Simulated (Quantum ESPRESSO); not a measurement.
# SiC (Moissanite 3C): from strain to phonon shift

Wanted: the shift of the optical mode of SiC (Moissanite 3C) in a strained (001) layer.

Method: DFT LDA, scalar-relativistic, plane waves, PseudoDojo norm-conserving pseudopotentials, in Quantum ESPRESSO 7.5.

## Step 1: Set-up

It takes space group F-43m (No. 216, cubic). The conventional cell has a = 4.326 Å, b = 4.326 Å, c = 4.326 Å, α = 90.00°, β = 90.00°, γ = 90.00°. Nearest to Si lie 4 C at 1.87 Å. Nearest to C lie 4 Si at 1.87 Å. Farther neighbours are not listed.

Structure file:

```cif
data_structure
_symmetry_space_group_name_H-M 'F-43m'
_symmetry_Int_Tables_number 216
_cell_length_a 4.3255
_cell_length_b 4.3255
_cell_length_c 4.3255
_cell_angle_alpha 90.000
_cell_angle_beta 90.000
_cell_angle_gamma 90.000
_cell_volume 80.93
loop_
_atom_site_label
_atom_site_type_symbol
_atom_site_symmetry_multiplicity
_atom_site_Wyckoff_symbol
_atom_site_fract_x
_atom_site_fract_y
_atom_site_fract_z
_atom_site_occupancy
Si1 Si 4 a 0.00000 0.00000 0.00000 1
C1 C 4 d 0.25000 0.25000 0.75000 1
```

This is the cell after its relaxation at this level of theory, not the database cell from which that began.

## Step 2: Uniaxial strain

The relaxed cell is stretched along z alone. This keeps all atoms on sites fixed by symmetry and splits the threefold mode into a singlet, polarised along z, and a doublet. The macroscopic field is left out, so these are transverse modes. Cutoff 90 Ry, k mesh 12×12×12.

From the response at ε_zz = 0.01:

Log:

```text
[banners, grids, parts of the stress and lines that vanish by symmetry left out]
Program PHONON v.7.5
     Reading xml data from directory:

[...]
Exchange-correlation= PW
                           (   1   4   0   0   0   0   0)
[...]
kinetic-energy cut-off    =      90.0000  Ry
     charge density cut-off    =     360.0000  Ry
     convergence threshold     =      1.0E-18
[...]
Exchange-correlation= PW
                           (   1   4   0   0   0   0   0)
[...]
q = (   0.0000000   0.0000000   0.0000000 )
      9 Sym.Ops. (with q -> -q+G )
     G cutoff =  307.7036  (  15929 G-vectors)     FFT grid: ( 36, 36, 36)
     number of k points=   163
[...]
Mode symmetry, D_2d (-42m) point group:
[...]
Representation #   1 mode #   1
[...]
End of self-consistent calculation
     Convergence has been achieved
     Representation #   2 mode #   2
[...]
End of self-consistent calculation
     Convergence has been achieved
     Representation #   3 modes #   3   4
[...]
End of self-consistent calculation
     Convergence has been achieved
     Representation #   4 modes #   5   6
[...]
End of self-consistent calculation
     Convergence has been achieved
[...]
q = (    0.000000000   0.000000000   0.000000000 )
[...]
freq (    1) =       0.016289 [THz] =       0.543348 [cm-1]
     freq (    2) =       0.016289 [THz] =       0.543348 [cm-1]
     freq (    3) =       0.018382 [THz] =       0.613145 [cm-1]
     freq (    4) =      23.637678 [THz] =     788.468057 [cm-1]
     freq (    5) =      23.637678 [THz] =     788.468057 [cm-1]
     freq (    6) =      23.692458 [THz] =     790.295343 [cm-1]
[...]
Mode symmetry, D_2d (-42m) point group:
     freq (   1-   2) =          0.5  [cm-1]   --> E    X_5  W_3   I+R
     freq (   3-   3) =          0.6  [cm-1]   --> B_2  X_3  W_2   I+R
     freq (   4-   5) =        788.5  [cm-1]   --> E    X_5  W_3   I+R
     freq (   6-   6) =        790.3  [cm-1]   --> B_2  X_3  W_2   I+R

   JOB DONE.
```

```
  ε_zz  singlet (cm⁻¹)  doublet (cm⁻¹)  σ_zz (GPa)  σ_xx (GPa)
 -0.01          805.52          807.84      -4.062      -1.476
-0.005          801.85          802.95      -2.029      -0.725
     0          798.10          798.10      -0.006      -0.006
 0.005          794.24          793.27       2.006       0.682
  0.01          790.30          788.47       4.006       1.341
```

Stress is counted positive in tension.

## Step 3: The fit

To first order ω² − ω₀² = p ε_zz + q (ε_xx + ε_yy) for the mode along z, and likewise for x and y. With ε_zz alone the singlet gives p and the doublet q.

The linear terms of parabolas through ω² are p = -1.91 ω₀² and q = -2.43 ω₀², with ω₀ = 798.1 cm⁻¹. Those of the stresses are C11 = 403 GPa and C12 = 141 GPa. Under hydrostatic strain p and q imply γ = −(p + 2q)/(6 ω₀²) = 1.13.

A layer held to an in-plane strain ε and free along z takes ε_zz = −2 (C12/C11) ε = -0.698 ε. To first order the singlet then shifts by (q − p C12/C11) ε / ω₀ = -1406 ε cm⁻¹. For ε = 0.004, ε_zz = -0.00279, the formulas for ω² predict 792.46 cm⁻¹ for the singlet and 793.87 cm⁻¹ for the doublet.

## Step 4: A biaxially strained cell

This run was no part of the fit.

Log:

```text
[banners, grids, parts of the stress and lines that vanish by symmetry left out]
[banner, memory and clock lines left out]
Program PHONON v.7.5

[...]
Exchange-correlation= PW
                           (   1   4   0   0   0   0   0)
[...]
kinetic-energy cut-off    =      90.0000  Ry
     charge density cut-off    =     360.0000  Ry
     convergence threshold     =      1.0E-18
[...]
Exchange-correlation= PW
                           (   1   4   0   0   0   0   0)
[...]
q = (   0.0000000   0.0000000   0.0000000 )
      9 Sym.Ops. (with q -> -q+G )
     G cutoff =  305.0142  (  15889 G-vectors)     FFT grid: ( 36, 36, 36)
     number of k points=   163
[...]
Mode symmetry, D_2d (-42m) point group:
[...]
Representation #   1 mode #   1
[...]
End of self-consistent calculation
     Convergence has been achieved
     Representation #   2 mode #   2
[...]
End of self-consistent calculation
     Convergence has been achieved
     Representation #   3 modes #   3   4
[...]
End of self-consistent calculation
     Convergence has been achieved
     Representation #   4 modes #   5   6
[...]
End of self-consistent calculation
     Convergence has been achieved
[...]
q = (    0.000000000   0.000000000   0.000000000 )
[...]
freq (    1) =       0.032018 [THz] =       1.068015 [cm-1]
     freq (    2) =       0.032018 [THz] =       1.068015 [cm-1]
     freq (    3) =       0.033235 [THz] =       1.108599 [cm-1]
     freq (    4) =      23.758553 [THz] =     792.500014 [cm-1]
     freq (    5) =      23.798620 [THz] =     793.836522 [cm-1]
     freq (    6) =      23.798620 [THz] =     793.836522 [cm-1]
[...]
Mode symmetry, D_2d (-42m) point group:
     freq (   1-   1) =          1.1  [cm-1]   --> B_2  X_3  W_2   I+R
     freq (   2-   3) =          1.1  [cm-1]   --> E    X_5  W_3   I+R
     freq (   4-   4) =        792.5  [cm-1]   --> B_2  X_3  W_2   I+R
     freq (   5-   6) =        793.8  [cm-1]   --> E    X_5  W_3   I+R
```

```
   mode  predicted (cm⁻¹)  run (cm⁻¹)
singlet            792.46      792.50
doublet            793.87      793.84
```

The stress along z is 0.000 GPa and that in the plane 1.756 GPa; the unstrained cell carries -0.006 GPa.

## Step 5: Outcome

```yaml
p_in_units_of_the_squared_frequency: -1.907
q_same_units: -2.427
shift_of_the_singlet_per_unit_of_biaxial_strain: -1406 cm⁻¹
c11_and_c12: 403 and 141 GPa
```

**Reading.** To first order, one per cent of tensile biaxial strain moves the singlet of SiC (Moissanite 3C) by -14.1 cm⁻¹ and the doublet by -10.5 cm⁻¹; the formulas miss the test run by up to 0.04 cm⁻¹. In backscattering from (001) the mode polarised along z is the one seen in diamond and zinc-blende crystals; in a polar crystal it is the LO mode, whose potentials differ somewhat from these. The third potential, r, needs shear strain and a relaxation of the atoms, which was not run. These are harmonic values at zero temperature.

[Host names and launcher messages were left out of these logs when they were recorded.]

[Logs are printed without paths, hosts, clocks, repeated set-up lines and the standing remarks that a program may print on its own settings, such as how far it seeks lower states.]

[Hosts, paths, dates, database ids (printed as entryN), source tags and the programs' standing remarks are cut or masked in the printed files.]
